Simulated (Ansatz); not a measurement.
# B-doped (5,5) carbon nanotube bundle (100 atoms): geometry optimisation

Aim: bring B-doped (5,5) carbon nanotube bundle (100 atoms) to a nearby minimum of the energy and see what moves.

Program: Ansatz 0.2.0. Level of theory: Kohn-Sham DFT, PBEsol, PAW (set soft_2), plane waves. Results are calculated unless marked as measured.

### Step 1. The starting structure

The cell holds 100 atoms: 82 C and 18 B. Its edges and angles: a = 10.081 Å, b = 10.081 Å, c = 12.744 Å, α = 90.0°, β = 90.0°, γ = 120.0°. It derives from C (graphene). Graphene sheet (a = 2.46 Å) rolled into a (5,5) tube of diameter 6.78 Å, 5 periods, hexagonal bundle with 3.3 Å between walls, 18 C replaced by B at random; minimised with a classical potential (one cell length free).

### Step 2. Single point at the start

The forces at the start show how far the geometry lies from a minimum of this functional.

input.yaml reads:

```yaml
crystal:
  lattice:
    - [10.08135, 0.0, 0.0]
    - [-5.04067, 8.7307, 0.0]
    - [0.0, 0.0, 12.7436]
  atoms:
    - { symbol: C, position: [0.37472, 0.07822, 0.08099] }
    - { symbol: C, position: [0.3913, 0.16059, 0.98581] }
    - { symbol: C, position: [0.36719, 0.29012, 0.98227] }
    - { symbol: C, position: [0.33882, 0.34266, 0.08095] }
    [... 90 atom lines left out ...]
    - { symbol: C, position: [0.76437, 0.59532, 0.97998] }
    - { symbol: C, position: [0.83288, 0.58777, 0.88363] }
    - { symbol: B, position: [0.99878, 0.62018, 0.88599] }
    - { symbol: C, position: [0.08422, 0.68907, 0.98917] }
    - { symbol: C, position: [0.22929, 0.83099, 0.98469] }
    - { symbol: C, position: [0.28839, 0.90335, 0.88344] }
kpoints:
  mp_grid: { grid: [2, 2, 1] }
hamiltonian:
  xc: pbesol
scf:
  occupations: { method: fermi_dirac, width: 0.05 }
output:
  forces: true
  stress: true
  populations: true
  dos:
    method: { smearing: { sigma: 0.08 } }
    de: 0.1
    projected: { site_lists: { B: [B], C: [C] } }
  eigenvalues: true
```

Started as:

```sh
> ansatz run input.yaml --threads 4 --pin off --max-ram 8192MiB --backend cpu --events-out ev --progress --plain --runs-dir out
```

Wall time 70 s (4 threads of Arm Neoverse V2, shared host); peak memory 6 GiB; 4.6 min of CPU time.

Read from the output:

```yaml
free_energy: -22937.5266 eV
free_energy_per_atom: -229.3753 eV/atom
scf_cycles: 10
pressure: -2.794 GPa
r_m_s_force_component: 1.085 eV/Å
longest_force: 7.837 eV/Å
fermi_energy: 3.471 eV
levels_partly_filled_by_over_2_per_cent: 14
spilling_of_the_projection: 0.008421
```

The r.m.s. force component of 1.1 eV/Å and the pressure of -2.8 GPa set the starting point.

Length of the force by element:

```tsv
element	coordination	atoms	mean length of the force (eV/Å)	spread	least	most
B	all	18	2.71	2.44	0.606	7.84
C	all	82	1.09	0.447	0.210	2.56
```

### Step 3. Relaxation

The atoms are relaxed in the fixed cell, aiming at the force tolerance of the input.

input.yaml, the sections that differ from step 2:

```yaml
output:
  forces: true
relax:
  f_tol: 0.05
  max_steps: 186
# crystal, kpoints, hamiltonian, scf: as in step 2
```

It took 7.9 min on 4 threads; peak memory 6.1 GiB.

Relaxation path:

```tsv
step	energy less that of the first step (eV)	largest force component (eV/Å)
1	0.0000	6.8559
2	-3.3515	2.9295
3	-4.5102	0.9603
4	-5.0921	0.8286
5	-5.5014	1.5843
6	-5.8157	0.8836
7	-6.0460	0.5115
8	-6.1454	0.3591
9	-6.0917	0.6112
10	-6.2233	0.2979
11	-6.2695	0.4511
12	-6.2713	0.6768
13	-6.3417	0.1702
14	-5.7572	0.9564
15	-6.3560	0.1960
16	-6.3589	0.2387
17	-6.3628	0.0534
18	-6.3634	0.0226
```

Relaxation steps 9, 14 were tried and not accepted.

The atoms that moved most (Å):

```tsv
atom	dx	dy	dz	length
B87	0.020	0.701	-0.026	0.702
C7	-0.103	0.692	-0.043	0.701
C57	0.070	-0.629	0.005	0.633
C98	0.137	-0.590	0.008	0.605
B8	-0.123	0.587	0.069	0.603
B77	0.234	-0.544	-0.020	0.592
C88	-0.149	0.568	-0.032	0.588
B48	-0.077	0.569	-0.006	0.574
```

The relaxation changed the energy by -63.6 meV/atom, and atoms moved by 0.41 Å r.m.s., 0.70 Å at most.

### Step 4. Distances and neighbours after relaxation

Bonds before and after, by the cutoffs listed below:

```tsv
pair	bonds before	bonds after	mean before (Å)	mean after (Å)	spread before (Å)	spread after (Å)
C-C	99	100	1.445	1.440	0.011	0.037
C-B	48	54	1.536	1.576	0.011	0.080
B-B	3	4	1.462	1.743	0.035	0.117
```

Density 1.75 g/cm³, 11.22 Å³ an atom.

Pair distribution functions g(r), in bins of 0.2 Å:

```tsv
r (Å)	total	C-C	C-B	B-B
1.30	0.28	0.42	0.00	0.00
1.50	5.46	5.91	4.99	0.00
1.70	0.55	0.05	1.43	2.90
1.90	0.08	0.00	0.18	0.74
2.10	0.04	0.00	0.07	0.58
2.30	0.05	0.05	0.06	0.00
2.50	3.50	3.75	3.11	1.70
2.70	1.03	0.81	1.38	2.33
2.90	1.35	1.34	1.29	2.20
3.10	0.34	0.24	0.55	0.58
3.30	0.12	0.09	0.14	0.50
3.50	0.28	0.24	0.37	0.22
3.70	0.95	0.96	0.89	1.18
3.90	1.52	1.43	1.79	1.07
4.10	0.76	0.79	0.65	1.16
4.30	1.17	1.19	1.23	0.30
4.50	1.01	0.96	1.16	0.69
4.70	0.64	0.74	0.38	0.85
4.90	1.04	1.09	0.99	0.57
5.10	1.10	1.04	1.24	1.27
5.30	1.27	1.24	1.32	1.48
5.50	0.84	0.91	0.63	1.10
5.70	0.84	0.87	0.77	1.02
5.90	1.10	1.15	1.03	0.79
6.10	1.03	1.08	0.97	0.45
6.30	1.06	0.99	1.19	1.47
6.50	1.23	1.27	1.21	0.97
6.70	1.35	1.36	1.38	0.80
```

Bonds by pair of elements; cutoffs follow the first minimum of g(r), held within bounds set by covalent radii, and pairs that aren't listed don't count as bonded:

```tsv
pair A-B	cutoff (Å)	bonds	mean length (Å)	spread (Å)	shortest (Å)	B about A	A about B
C-C	1.85	100	1.44	0.037	1.36	2.44	2.44
C-B	1.95	54	1.58	0.08	1.5	0.659	3
B-B	2.05	4	1.74	0.117	1.63	0.444	0.444
```

How many atoms have how many bonded neighbours:

```tsv
element	mean	3	4	5
B	3.44	12	4	2
C	3.10	74	8	0
```

Bond angles, per cent of each kind in bins of 5°:

```tsv
angle (°)	C-C-C	B-C-C	C-B-C	B-B-C	B-C-B
50–55	0.0	0.0	0.0	15.0	0.0
55–60	0.0	0.0	0.0	5.0	0.0
60–65	0.0	0.0	0.0	0.0	0.0
65–70	0.0	0.0	0.0	0.0	0.0
70–75	0.0	1.1	0.0	0.0	13.3
75–80	0.0	1.1	0.0	0.0	6.7
80–85	0.0	0.0	1.7	0.0	6.7
85–90	0.6	0.0	0.0	0.0	0.0
90–95	0.0	1.1	0.0	0.0	0.0
95–100	0.0	2.1	11.9	5.0	0.0
100–105	0.0	1.1	3.4	5.0	0.0
105–110	1.2	8.5	13.6	0.0	33.3
110–115	1.2	6.4	11.9	20.0	6.7
115–120	52.8	57.4	35.6	35.0	26.7
120–125	42.9	16.0	16.9	5.0	0.0
125–130	0.6	3.2	0.0	0.0	0.0
130–135	0.0	0.0	0.0	10.0	0.0
135–140	0.6	2.1	5.1	0.0	0.0
140–145	0.0	0.0	0.0	0.0	6.7
```

Bond angles (no mean is given where the spread exceeds 20°):

```tsv
angle	count	mean (°)	spread (°)
C-C-C	161	120	3.7
B-C-C	94	116	9
C-B-C	59	114	10.1
B-B-C	20	-	-
B-C-B	15	105	19.1
```

Bond length by coordination (bonds to H left out):

```tsv
element	coordination	atoms	mean bond length (Å)
B	3	12	1.55
B	4	4	1.64
B	5	2	1.69
C	3	74	1.45
C	4	8	1.58
```

Rings of the network by King's shortest-path rule, up to 12 atoms, one path for each pair of neighbours; H, halogens, alkali and alkaline-earth atoms are left out, and the last column divides by all other atoms, bonded or not:

```tsv
ring size (atoms)	rings	per network atom
3	2	0.02
4	4	0.04
5	1	0.01
6	54	0.54
7	5	0.05
8	9	0.09
```

With the cutoffs above, 67 % of B atoms have 3 and 90 % of C atoms have 3 bonded neighbours. The C-C-C angle averages 120° with a spread of 4°. Rings of 6 atoms are the most common (72 % of those counted); sizes run from 3 to 8.

### Step 5. Single point at the relaxed geometry

The electronic structure is read at the final geometry, in a run of its own.

input.yaml reads:

```yaml
crystal:
  lattice:
    - [10.08135, 0.0, 0.0]
    - [-5.04067, 8.7307, 0.0]
    - [0.0, 0.0, 12.7436]
  atoms:
    - { symbol: C, position: [0.3241, 0.0269, 0.07932] }
    - { symbol: C, position: [0.3427, 0.10967, 0.98443] }
    - { symbol: C, position: [0.32902, 0.24183, 0.9818] }
    - { symbol: C, position: [0.30837, 0.30329, 0.08046] }
    [... 90 atom lines left out ...]
    - { symbol: C, position: [0.76152, 0.60928, 0.97849] }
    - { symbol: C, position: [0.81528, 0.58393, 0.88322] }
    - { symbol: B, position: [0.96471, 0.57043, 0.88371] }
    - { symbol: C, position: [0.06398, 0.62151, 0.98981] }
    - { symbol: C, position: [0.19638, 0.77604, 0.98273] }
    - { symbol: C, position: [0.25262, 0.85372, 0.88422] }
kpoints:
  mp_grid: { grid: [2, 2, 1] }
hamiltonian:
  xc: pbesol
scf:
  occupations: { method: fermi_dirac, width: 0.05 }
output:
  forces: true
  stress: true
  populations: true
  dos:
    method: { smearing: { sigma: 0.08 } }
    de: 0.1
    projected: { site_lists: { B: [B], C: [C] } }
  eigenvalues: true
  write_density: true
  write_potential: true
  volumetric_format: npy
  elf: true
```

It took 72 s on 4 threads; peak memory 6 GiB; 4.7 min of CPU time.

The program notes that the exchange-correlation potential is rough where the density is thin.

The run gave:

```yaml
free_energy: -22943.8900 eV
free_energy_per_atom: -229.4389 eV/atom
scf_cycles: 11
pressure: -1.555 GPa
r_m_s_force_component: 0.00596 eV/Å
longest_force: 0.03133 eV/Å
fermi_energy: 3.605 eV
levels_partly_filled_by_over_2_per_cent: 8
spilling_of_the_projection: 0.008559
```

Löwdin charges by element and coordination (they lack the spilled electrons, 0.033 e an atom on average):

```tsv
element	coordination	atoms	mean charge (e)	spread	least	most
B	all	18	0.114	0.0761	-0.0151	0.203
B	3	12	0.131	0.0692	0.013	0.203
B	4	4	0.0811	0.0694	0.0169	0.197
B	5	2	0.0766	0.0917	-0.0151	0.168
C	all	82	0.0149	0.0681	-0.188	0.164
C	3	74	0.0227	0.0653	-0.188	0.164
C	4	8	-0.0577	0.0473	-0.126	0.008
```

Density of states as counts of states in windows of 1 eV (from the Fermi level), total and the larger projections:

```tsv
from (eV)	to (eV)	total	C p	B p	C s
-10	-9	15.5	9.6	1.1	3.7
-9	-8	17.3	11.9	1.3	2.9
-8	-7	24.5	18.5	1.7	3.0
-7	-6	26.9	21.0	2.0	2.3
-6	-5	37.0	30.9	2.6	1.7
-5	-4	33.5	27.3	3.9	1.2
-4	-3	34.5	27.3	5.3	1.1
-3	-2	32.1	25.8	5.0	0.7
-2	-1	25.1	19.6	4.8	0.5
-1	0	19.8	14.4	4.9	0.3
0	1	10.4	8.1	2.0	0.1
1	2	10.9	8.1	2.3	0.2
2	3	13.2	10.3	2.3	0.2
3	4	14.4	11.0	2.4	0.3
4	5	14.5	9.2	2.5	0.4
```

The curve was stored every 0.10 eV, coarse against its broadening of 0.08 eV, so these counts are rough.

Between -19 and -10 eV lie 116 more states.

The levels nearest the highest filled one (over half full), pooled over k-points and spins:

```tsv
level less the highest filled one (eV)	occupation
-0.103	1.86
-0.0988	1.85
-0.0871	1.82
-0.0144	1.40
-0.0035	1.31
0	1.27
0.0824	0.505
0.234	0.032
0.283	0.012
0.356	0.003
0.364	0.002
0.441	0.001
```

Mean Löwdin charges: B +0.11, C +0.01 e (they miss 0.86 % of the electrons, so they add up to more than the cell's charge). Charges this small depend on the projection, at times even in sign. Within 0.4 eV of the Fermi level the largest share is C p (72 % of the projected weight).

### Step 6. Outcome

```json
{"energy change in the relaxation": "-63.63 meV/atom", "r.m.s. displacement": "0.413 Å", "largest displacement": "0.702 Å", "free energy per atom": "-229.4389 eV/atom", "density": "1.746 g/cm³", "pressure": "-1.555 GPa", "r.m.s. force component": "0.00596 eV/Å", "wall time of the 3 DFT runs": "10 min"}
```

In words: Relaxation lowers the energy by 63.6 meV/atom and moves atoms by 0.41 Å r.m.s.; the r.m.s. force component goes from 1.1 to 0.0060 eV/Å, the pressure goes from -2.8 to -1.6 GPa. By the final cutoffs 0 of 150 bonded pairs parted and 8 joined. First to last step the energy falls by 6.363 eV; the largest move, 0.70 Å, is that of B87, with 1 other atom within 2 % of it. The B-B bonds change most in mean length: from 1.462 Å (spread 0.035) to 1.743 Å (spread 0.117), and their number from 3 to 4. With the cutoffs above, 67 % of B atoms have 3 and 90 % of C atoms have 3 bonded neighbours. No gap is quoted, since levels at the Fermi energy are partly filled.

**Limits.** The stress is far from hydrostatic: its diagonal is -0.3, -0.2, -4.1 GPa, compression counted positive. The pressure of -1.6 GPa says that the cell would shrink at this level of theory.

[Logs are printed without paths, hosts, clocks, repeated set-up lines and the standing remarks that a program may print on its own settings, such as how far it seeks lower states.]

[Hosts, paths, dates, database ids (printed as entryN), source tags and the programs' standing remarks are cut or masked in the printed files.]
